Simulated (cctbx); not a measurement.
# Accept or mend?

Cell a = 4.9600 Å, b = 5.3950 Å, c = 7.1500 Å, α = 90.00°, β = 90.00°, γ = 90.00°; space group Imma (no. 74). The compound is CrCdMo.

The data are simulated with cctbx, not measured: Mo Kα, λ = 0.71073 Å, to d = 0.7 Å, 70 % of the full sphere, strongest reflection 5000 counts, noise from counting, a 3 % proportional error and a noise floor of 8 counts (s.d.); no absorption.

An anisotropic refinement with weights 1/σ² prints:

```text
Rint 0.037, 179 unique reflections to 0.70 A
cycle     R1     wR2    GooF  max shift (A)
   1  0.1289  0.2491   7.833   0.00066
   2  0.0535  0.1068   3.360   0.00000
final R1 0.0535 wR2 0.1068 GooF 3.359  parameters 12  data/parameter 14.9
atom        x        y        z      Ueq    occ   su(xyz)  su(Uiso or U11)
Cd1    0.75000  0.75000  0.25000   0.0100  1.000  0.00000  0.0007
Mo1    0.50000  0.25000  0.37448   0.0084  1.000  0.00030  0.0008
Ge1    0.50000  0.00000  0.00000   0.0332  1.000  0.00000  0.0020
difference map: max 3.27 min -5.18 rms 0.87
Q1    0.0000  0.2500  0.1565    4    3.36  0.22 A from Mo1
Q2    0.2500  0.2500  0.7500    4    2.64  0.00 A from Cd1
Q3    0.0000  0.1862  0.5166    8    2.38  1.01 A from Ge1
Q4    0.0000  0.1583  0.4159    8    2.33  1.04 A from Ge1
Q5    0.0000  0.0249  0.6319    8    1.95  0.95 A from Ge1
Q6    0.0000  0.2500  0.6581    4    1.81  1.40 A from Cd1
```

**Question.** Can this result stand? If not, what is the likely fault?

Mend it. The fault: wrong element: Ge1 is Cr. Against the right model at the same level, R1 goes from 0.0149 to 0.0535 and GooF from 0.96 to 3.36, U of Ge1 swells from 0.0160 to 0.0332 Å², the top difference peak, 3.4 e/Å³, lies on Mo1 and a hole of -5.2 e/Å³ opens. Ge1 has 8 electrons too many and its U swells to shed them, as expected.

The compound is CrCdMo. The right model at the same level gives:

```text
Rint 0.037, 179 unique reflections to 0.70 A
cycle     R1     wR2    GooF  max shift (A)
   1  0.0241  0.0503   1.581   0.00039
   2  0.0149  0.0304   0.957   0.00000
final R1 0.0149 wR2 0.0304 GooF 0.957  parameters 12  data/parameter 14.9
atom        x        y        z      Ueq    occ   su(xyz)  su(Uiso or U11)
Cd1    0.75000  0.75000  0.25000   0.0121  1.000  0.00000  0.0002
Mo1    0.50000  0.25000  0.37451   0.0103  1.000  0.00008  0.0002
Cr1    0.50000  0.00000  0.00000   0.0160  1.000  0.00000  0.0005
difference map: max 1.34 min -1.33 rms 0.28
Q1    0.0000  0.1394  0.6974    8    1.43  1.43 A from Cd1
Q2    0.0000  0.1441  0.1900    8    0.88  0.73 A from Mo1
Q3    0.1476  0.2500  0.9705    8    0.87  1.33 A from Mo1
Q4    0.2500  0.0627  0.2500    8    0.77  1.69 A from Cd1
Q5    0.0000  0.1377  0.4364    8    0.74  0.87 A from Cr1
Q6    0.1932  0.0524  0.4608   16    0.72  1.04 A from Cr1
```

The model is made up (kin elements in a known structure type, no relaxation), so it says nothing on whether the phase exists.

[Middle refinement cycles are left out of these outputs.]

[Logs are printed without paths, hosts, clocks, repeated set-up lines and the standing remarks that a program may print on its own settings, such as how far it seeks lower states.]
